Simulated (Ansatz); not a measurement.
# Moving the knobs of a GW run on SnWO4 (Pnna), part 2 of 2

A base run on SnWO4 (Pnna), then changed inputs.

Ansatz 0.2.0; G0W0 on r2SCAN, plane waves, PAW. Known limits of the many-body steps: not at the basis limit; no spin-orbit coupling; coarse k mesh.

So far. Step 2 (The base run: 2×2×2 mesh, 454 empty bands, screening to …): The gap on the mesh goes from 1.55 eV to 2.63 eV, a correction of +1.09 eV. Between the two edge states, bare exchange in place of the xc potential would open the gap by 7.02 eV, and correlation takes back 5.94 eV.

In doubt: masses and optical values from hybrid runs of this build are listed as unsure, which bears on the screening that GW takes from such a start.

### Step 4. Variant: starting point

This step: G0W0 on r2SCAN0, plane waves, PAW.

The input, input.yaml:

```yaml
crystal:
  lattice:
    - [5.627, 0.0, 0.0]
    - [0.0, 11.6486, 0.0]
    - [0.0, 0.0, 4.9973]
  atoms:
    - { symbol: Sn, position: [0.25, 0.0, 0.2196] }
    - { symbol: Sn, position: [0.25, 0.5, 0.2804] }
    - { symbol: Sn, position: [0.75, 0.0, 0.7804] }
    - { symbol: Sn, position: [0.75, 0.5, 0.7196] }
    - { symbol: W, position: [0.6677, 0.25, 0.25] }
    - { symbol: W, position: [0.8323, 0.75, 0.25] }
    - { symbol: W, position: [0.3323, 0.75, 0.75] }
    - { symbol: W, position: [0.1677, 0.25, 0.75] }
    - { symbol: O, position: [0.3765, 0.2987, 0.9988] }
    - { symbol: O, position: [0.1235, 0.7013, 0.9988] }
    - { symbol: O, position: [0.3765, 0.2013, 0.5012] }
    - { symbol: O, position: [0.1235, 0.7987, 0.5012] }
    - { symbol: O, position: [0.6235, 0.7013, 0.0012] }
    - { symbol: O, position: [0.8765, 0.2987, 0.0012] }
    - { symbol: O, position: [0.6235, 0.7987, 0.4988] }
    - { symbol: O, position: [0.8765, 0.2013, 0.4988] }
    - { symbol: O, position: [0.1019, 0.3961, 0.6037] }
    - { symbol: O, position: [0.3981, 0.6039, 0.6037] }
    - { symbol: O, position: [0.1019, 0.1039, 0.8963] }
    - { symbol: O, position: [0.3981, 0.8961, 0.8963] }
    - { symbol: O, position: [0.8981, 0.6039, 0.3963] }
    - { symbol: O, position: [0.6019, 0.3961, 0.3963] }
    - { symbol: O, position: [0.8981, 0.8961, 0.1037] }
    - { symbol: O, position: [0.6019, 0.1039, 0.1037] }
kpoints:
  mp_grid: { grid: [2, 2, 2] }
hamiltonian:
  xc: r2scan0
scf:
  occupations: { method: fixed }
gw:
  n_empty_bands: 743
  ecut_chi: 100
  qp_bands: [v4, c4]
  qp_kpoints: band_edges
  screening: { model: contour_deformation }
```

The run is started by

```console
ansatz run input.yaml --threads 24 --pin off --max-ram 82944MiB --backend cuda --events-out ev --progress --plain --runs-dir out --devices 1 --max-vram 78GiB
```

Numbers of over 12 decimals in the logs are rounded to 6 here.

The log of the run:

```text
GPUs: using 1 of 1 available (devices: 1).
[...]
davidson cushion auto → on  (no smearing: the cushion is to keep the highest requested band from converging to the state above it; pin scf.eigensolver.cushion to override)
[...]
Crystal: 24 atoms, lattice volume = 327.556 Å³
Basis set: ecut = 500 eV, 8317 PW (Γ), exchange–correlation on 180×360×160 points (64 copies of the dense FFT grid, shifted against one another)
Bands: 128, of which v1, the nominal top of the filled ones, is band 104 counted from 1 (103 counted from 0)
Symmetry: 8 space group operations
[...]
k-points: 8
[...]
SCF iter   1: F=—  HF=-74847.832256 eV  |F-HF|=—  |Δ(HF+E_count)|=         —  Δρ=1.41e-2  dr2=9.08e-1  dr2_τ=1.45e0  ethr=1.77e-3  ⟨swp⟩=6.6  Hψ=4688  notcnv=0
[...]
SCF iter   2: F=—  HF=-74848.253427 eV  |F-HF|=—  |Δ(HF+E_count)|=   4.21e-1  Δρ=1.64e-2  dr2=1.10e0  dr2_τ=2.01e-1  ethr=4.37e-4  ⟨swp⟩=4.8  Hψ=3163  notcnv=0
[...]
SCF iter   6: F=-74848.040694 eV  HF=-74848.040745 eV  |F-HF|=5.09e-5  |Δ(HF+E_count)|=   8.01e-5  Δρ=1.83e-4  dr2=1.04e-4  dr2_τ=1.29e-5  ethr=4.50e-7  ⟨swp⟩=4.0  Hψ=2891  notcnv=0
SCF 1 stopped early in 6 iterations: F = -74848.040694 eV  dr2 = 1.04e-4
[...]
Exchange kernel: α = 0.2500, full range, Wigner–Seitz truncation, v(0) = 6085.4862 eV·Å³, q-mesh 2×2×2, nearest image of the exchange supercell L = 9.99 Å, pair-density grid 32×64×30, without the augmentation charges, whose exchange is taken in its separable form by FFT convolution over the k-point mesh (sized by the pseudopotential files, 45×90×40 at the most), smooth part of the exact exchange by density-matrix convolution in up to 6.52 GiB of GPU memory as planned if the GPU has room (build and FFT work areas not counted)
[...]
hybrid outer 1: dexx = +8.443e-2 eV, tail = 2.75e-4 eV
[...]
SCF 3 converged in 6 iterations: F = -74822.025220 eV  dr2 = 3.60e-8
[...]
hybrid outer 2: dexx = +7.915e-6 eV, tail = 1.70e-7 eV, Δε = 3.58e-3 eV (about 1.27e-4 eV left of the loop's levels)
[...]
0   108     11.9119   -15.7193    -3.7967   -19.9222  0.8060    12.3199    12.3182  root
     1   101      7.3793   -20.0042     1.8203   -18.5116  0.8081     7.7060     7.7070  root
     1   102      7.3793   -20.0042     1.8203   -18.5116  0.8081     7.7060     7.7070  root
     1   103      7.7389   -20.3132     1.7086   -18.8979  0.8138     8.0315     8.0322  root
     1   104      7.7389   -20.3132     1.7086   -18.8979  0.8138     8.0315     8.0322  root
     1   105     11.8520   -14.9364    -4.1202   -19.4100  0.8081    12.2067    12.2053  root
     1   106     11.8520   -14.9364    -4.1202   -19.4100  0.8081    12.2067    12.2053  root
     1   107     12.0130   -15.3601    -4.0956   -19.8385  0.8060    12.3973    12.3957  root
[...]
7   105     11.6256   -15.3114    -3.9043   -19.6024  0.8103    12.0139    12.0124  root
     7   106     11.6256   -15.3114    -3.9043   -19.6024  0.8103    12.0139    12.0124  root
     7   107     11.9410   -15.7874    -3.8429   -20.0777  0.8037    12.3906    12.3884  root
     7   108     11.9410   -15.7874    -3.8429   -20.0777  0.8037    12.3906    12.3884  root
```

Run time: 72 s. Hardware: 1 × NVIDIA GB200 (shared by 2 runs) with 24 threads of Arm Neoverse V2, shared host; peak memory 4.4 GiB.

The G0W0 gap on the mesh is 3.063 eV.

Against the base:

```
              setting    base  variant
                start  r2SCAN  r2SCAN0
          empty bands     454      743
screening cutoff (eV)      72      100
```

```
                                    quantity  variant   base
                    starting gap on the mesh    2.949  1.548
                        G0W0 gap on the mesh    3.063  2.634
least direct G0W0 gap on the computed points    3.087  2.657
                        Z at the valence top    0.815  0.773
                  Z at the conduction bottom    0.810  0.768
```

### Step 5. What came out

| Item | Value |
| --- | --- |
| base | 2.63 eV, 8.6 s |
| all filled levels at the zone centre | direct gap at the listed points 2.68 eV, 19 s |
| starting point | 3.06 eV, 72 s |

All filled levels at the zone centre: only the listed points were computed; the least direct gap there is 2.68 eV, with empty bands, screening cutoff, levels asked and points asked changed against the base. Starting point: the gap moves by +0.43 eV and the time by a factor of 8.3. The variant differs from the base in start, empty bands and screening cutoff together, so the change can't be laid to one of them. All runs here use a coarse mesh and modest cutoffs; they test settings and are not final values. The 2×2×2 mesh is coarse for this cell (its supercell is 10 Å along the shortest edge). The RPA ε∞ on it, from the r2SCAN start, is 5.39, 5.75 and 6.89; such meshes misread the long-range screening, most where the gap is narrow. The many-body steps are scalar-relativistic: spin-orbit coupling is not in them.

[Paths, hosts, dates, memory and timing lines, banners, echoed tables and standing remarks are left out of the program output.]

[Logs are printed without paths, hosts, clocks, repeated set-up lines and the standing remarks that a program may print on its own settings, such as how far it seeks lower states.]

[Runs of the session that timed out or met a known fault of the program may be left out.]

[Cells called generated may have been cut or substituted from an entry of the Crystallography Open Database or the Materials Project.]

[Hosts, paths, dates, database ids (printed as entryN), source tags and the programs' standing remarks are cut or masked in the printed files.]
